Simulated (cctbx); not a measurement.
# Yb2ZrS5 across an absorption edge

Space group Pnma (no. 62), a = 11.7590 Å, b = 7.7600 Å, c = 7.3010 Å, α = 90.00°, β = 90.00°, γ = 90.00°.

| atom | mult. | x | y | z | Ueq (Å²) |
| --- | --- | --- | --- | --- | --- |
| Yb1 | 8 | 0.1742 | 0.4978 | 0.9769 | 0.0166 |
| Zr1 | 4 | 0.9910 | 1/4 | 0.5810 | 0.0197 |
| S1 | 4 | 0.2067 | 1/4 | 0.6810 | 0.0323 |
| S2 | 4 | 0.9976 | 1/4 | 0.9454 | 0.0372 |
| S3 | 4 | 0.8187 | 1/4 | 0.3364 | 0.0247 |
| S4 | 8 | 0.9075 | 0.9561 | 0.6588 | 0.0319 |

The model is made up (kin elements in a known structure type, no relaxation), so it says nothing on whether the phase exists.

Calculated with cctbx: free-atom f′ and f″ from the Sasaki tables, no fine structure; amplitudes in electrons.

| E (eV) | F 1 2 1 | F 2 1 1 | F 3 0 1 | F 2 1 0 |
| --- | --- | --- | --- | --- |
| 17398 | 257.9 | 56.0 | 480.5 | 3.0 |
| 17748 | 255.3 | 54.5 | 478.0 | 3.3 |
| 17878 | 253.0 | 53.1 | 475.7 | 3.6 |
| 17938 | 250.7 | 51.9 | 473.5 | 3.9 |
| 17968 | 248.4 | 50.6 | 471.2 | 4.2 |
| 17983 | 246.1 | 49.3 | 469.0 | 4.5 |
| 17990 | 244.1 | 48.2 | 467.0 | 4.8 |
| 17994 | 242.0 | 46.9 | 464.8 | 5.1 |
| 18002 | 241.6 | 46.6 | 464.4 | 5.4 |
| 18006 | 244.6 | 48.3 | 467.4 | 5.0 |
| 18013 | 247.0 | 49.6 | 469.7 | 4.7 |
| 18028 | 249.4 | 51.0 | 472.2 | 4.4 |
| 18058 | 251.9 | 52.4 | 474.6 | 4.0 |
| 18148 | 255.1 | 54.2 | 477.8 | 3.6 |
| 18398 | 258.4 | 56.0 | 481.1 | 3.2 |

**Question.** Which edge is crossed, and why do the reflections move as they do?

The K edge of Zr. The edge is at 17998 eV. f′ of Zr falls from -4.5 e at 17878 eV to -7.8 e at 4 eV below it, and f″ steps from 0.53 to 3.73 e across it. Over that approach |F| changes by -4 % (1 2 1), -12 % (2 1 1), -2 % (3 0 1) and +42 % (2 1 0): a reflection falls where Zr scatters in phase with the total and rises where it scatters against it; it hardly moves where the Zr term is small or cancels by symmetry. Above the edge the larger f″ enters the imaginary part, where it can add to or cancel the other atoms' f″. The structure is centrosymmetric, so Friedel mates stay equal.
